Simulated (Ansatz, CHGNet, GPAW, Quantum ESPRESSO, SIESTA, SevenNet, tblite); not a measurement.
## Amorphous Si0.9Ge0.1 (71 atoms): runs against a plane-wave reference

Density of this cell: 2.54 g/cm³. The cell holds 71 atoms: 64 Si and 7 Ge. Its edges and angles: a = 11.462 Å, b = 11.462 Å, c = 11.462 Å, α = 90.0°, β = 90.0°, γ = 90.0°. 71 atoms (64 Si, 7 Ge) placed at random at 2.54 g/cm³, melted at 3500 K for 10 ps at fixed volume with the Tersoff potential (Tersoff, Phys. Rev. B 39, 5566 (1989)). Quenched from 3500 K to 300 K at 100 K/ps and fixed volume, held 5 ps. Then every atom was moved at random, 0.02 Å r.m.s. a Cartesian component.

Geometry: as built.

The reference, a calculation:

```
method                 : Kohn-Sham DFT, PBE, PAW, plane waves (Ansatz 0.2.0); cutoff 420 eV, Γ point, fermi-dirac smearing of 0.05 eV; PAW set soft_2
r.m.s. force component : 0.5001 eV/Å
longest force          : 2.096 eV/Å
pressure               : -1.412 GPa
SCF cycles             : 9
time                   : 12 s on 4 threads of Arm Neoverse V2, shared host
CPU time               : 46 s
```

Runs, in no order:
A. GPAW PBE, LCAO szp(dzp), h 0.2 Å: Kohn-Sham DFT, PBE, PAW, atomic orbitals (szp(dzp))
B. QE PBE, sssp-1.3.0-efficiency, 45/360 Ry: Kohn-Sham DFT, PBE, SSSP efficiency 1.3.0 pseudopotentials, plane waves
C. SIESTA PBE, DZP, shift 0.02 Ry, mesh 300 Ry: Kohn-Sham DFT, PBE, PseudoDojo 0.4.1 norm-conserving pseudopotentials (converted to PSML), numerical atomic orbitals (DZP), diagonalisation
D. SevenNet l3i5 potential: machine-learned interatomic potential SevenNet l3i5, trained on PBE(+U) plane-wave data
E. GPAW PBE, LCAO dzp, h 0.2 Å, other mixer settings: Kohn-Sham DFT, PBE, PAW, atomic orbitals (dzp)

Q: Order them from the smallest to the largest r.m.s. force difference.

B, E, C, A, D.

```csv
run,"Δ force, r.m.s. (meV/Å)",share of r.m.s. force (%),CPU time
"B. QE PBE, sssp-1.3.0-efficiency, 45/360 Ry",1.69,0.337,8.4 min
"E. GPAW PBE, LCAO dzp, h 0.2 Å, other mixer settings",40.1,8.03,4.7 min
"C. SIESTA PBE, DZP, shift 0.02 Ry, mesh 300 Ry",78.5,15.7,3.5 min
"A. GPAW PBE, LCAO szp(dzp), h 0.2 Å",118,23.5,3 min
D. SevenNet l3i5 potential,210,42.0,8.5 s
```

Machine-learned potentials mimic data converged in k, so the reference's own k-point error enters their differences. The network of bonds at the start is that of the classical potential that made the cell, and needn't be the one that DFT or experiment would give. The electronic-structure runs sample only Γ, in a cell whose shortest periodic width is 11 Å, which is coarse for a cell with partly filled levels.

[Logs are printed without paths, hosts, clocks, repeated set-up lines and the standing remarks that a program may print on its own settings, such as how far it seeks lower states.]

[Hosts, paths, dates, database ids (printed as entryN), source tags and the programs' standing remarks are cut or masked in the printed files.]
